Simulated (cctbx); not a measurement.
## What is wrong with this refinement?

Cell a = 12.1730 Å, b = 6.6550 Å, c = 11.1920 Å, α = 90.00°, β = 108.16°, γ = 90.00°; space group C2 (no. 5).

Simulated single-crystal data (cctbx): Mo Kα, λ = 0.71073 Å, to d = 0.75 Å, 70 % of the full sphere, strongest reflection 40000 counts, noise from counting, a 4 % proportional error and a noise floor of 4 counts (s.d.); no absorption.

An anisotropic refinement with weights 1/σ² prints:

```text
Rint 0.024, 1950 unique reflections to 0.75 A
cycle     R1     wR2    GooF  max shift (A)
   1  0.2603  0.6056  11.104   0.02363
   3  0.1537  0.3907   7.164   0.00013
final R1 0.1537 wR2 0.3907 GooF 7.164  parameters 73  data/parameter 26.7
atom        x        y        z      Ueq    occ   su(xyz)  su(Uiso or U11)
Cr1    0.62489  0.37011  0.86754   0.0122  1.000  0.00090  0.0013
S1     0.61478  0.88403  0.38534  -0.0067  1.000  0.00085  0.0010  NPD
Cl1    0.75397  0.67913  0.93886   0.0149  1.000  0.00073  0.0021
Cl2    0.74944  0.68459  0.55901   0.0145  1.000  0.00079  0.0020
Cl3    0.74735  0.75608  0.25816   0.0081  1.000  0.00068  0.0020
Cl4    0.00000  0.99999  0.00000   0.0058  1.000  0.00085  0.0022
Cl5    0.50097  0.56141  0.68137   0.0101  1.000  0.00074  0.0017
Cl6    0.99708  0.57889  0.80296   0.0154  1.000  0.00077  0.0019
Cr2    0.00000  0.49738  0.50000   0.0265  1.000  0.00083  0.0029
difference map: max 14.02 min -2.06 rms 0.99
Q1    0.1168  0.3833  0.3847    4   14.22  0.03 A from S1
Q2    0.1252  0.8676  0.8679    4   11.46  0.02 A from Cr1
Q3    0.0000  0.4849  0.5000    2    6.58  0.08 A from Cr2
Q4    0.2547  0.1801  0.9311    4    6.48  0.09 A from Cl1
Q5    0.0017  0.0646  0.3283    4    6.34  0.11 A from Cl5
Q6    0.2549  0.1893  0.5600    4    6.18  0.07 A from Cl2
```

**Question.** Can this result stand? If not, what is the likely fault?

Mend it. The fault: elements exchanged: Cr2 is S and S1 is Cr. Against the right model at the same level, R1 goes from 0.0196 to 0.1537 and GooF from 0.95 to 7.16, U of S1 shrinks from 0.0157 to -0.0067 Å², U of Cl4 shrinks from 0.0161 to 0.0058 Å², U of Cl3 shrinks from 0.0169 to 0.0081 Å², U of Cl5 shrinks from 0.0203 to 0.0101 Å², the top difference peak, 14.2 e/Å³, lies on S1 and S1 goes non-positive-definite. Cr2 has 8 electrons too many and its U swells to shed them, as expected; S1 has 8 electrons too few and its U shrinks to make up, as expected.

The compound is Cr4SCl11. The right model at the same level gives:

```text
Rint 0.024, 1950 unique reflections to 0.75 A
cycle     R1     wR2    GooF  max shift (A)
   1  0.0439  0.1344   2.463   0.00978
   2  0.0196  0.0519   0.951   0.00001
final R1 0.0196 wR2 0.0519 GooF 0.951  parameters 73  data/parameter 26.7
atom        x        y        z      Ueq    occ   su(xyz)  su(Uiso or U11)
Cr1    0.62510  0.37010  0.86730   0.0217  1.000  0.00011  0.0002
Cr2    0.61471  0.88349  0.38556   0.0157  1.000  0.00010  0.0001
Cl1    0.75360  0.67971  0.93815   0.0248  1.000  0.00010  0.0002
Cl2    0.75001  0.68542  0.55938   0.0223  1.000  0.00010  0.0003
Cl3    0.74813  0.75602  0.25657   0.0169  1.000  0.00009  0.0003
Cl4    0.00000  0.99935  0.00000   0.0161  1.000  0.00011  0.0003
Cl5    0.50048  0.56117  0.68034   0.0203  1.000  0.00010  0.0002
Cl6    0.99698  0.57845  0.80298   0.0219  1.000  0.00009  0.0002
S1     0.00000  0.49718  0.50000   0.0166  1.000  0.00012  0.0003
Flack x: -0.01(3)
Hooft y: -0.026(33)  Bijvoet pairs: 813
difference map: max 0.31 min -0.27 rms 0.06
Q1    0.0000  0.3386  0.5000    2    0.31  1.06 A from S1
Q2    0.0661  0.8860  0.4623    4    0.28  1.94 A from Cl5
Q3    0.2337  0.4399  0.2378    4    0.25  1.24 A from Cl3
Q4    0.2054  0.5649  0.2206    4    0.22  2.13 A from Cl3
Q5    0.0705  0.2069  0.5459    4    0.22  2.11 A from S1
Q6    0.1802  0.8731  0.2658    4    0.22  2.25 A from Cl2
```

This is a model crystal, built by substitution and not relaxed, with assumed displacement parameters.

[Middle refinement cycles are left out of these outputs.]

[Logs are printed without paths, hosts, clocks, repeated set-up lines and the standing remarks that a program may print on its own settings, such as how far it seeks lower states.]
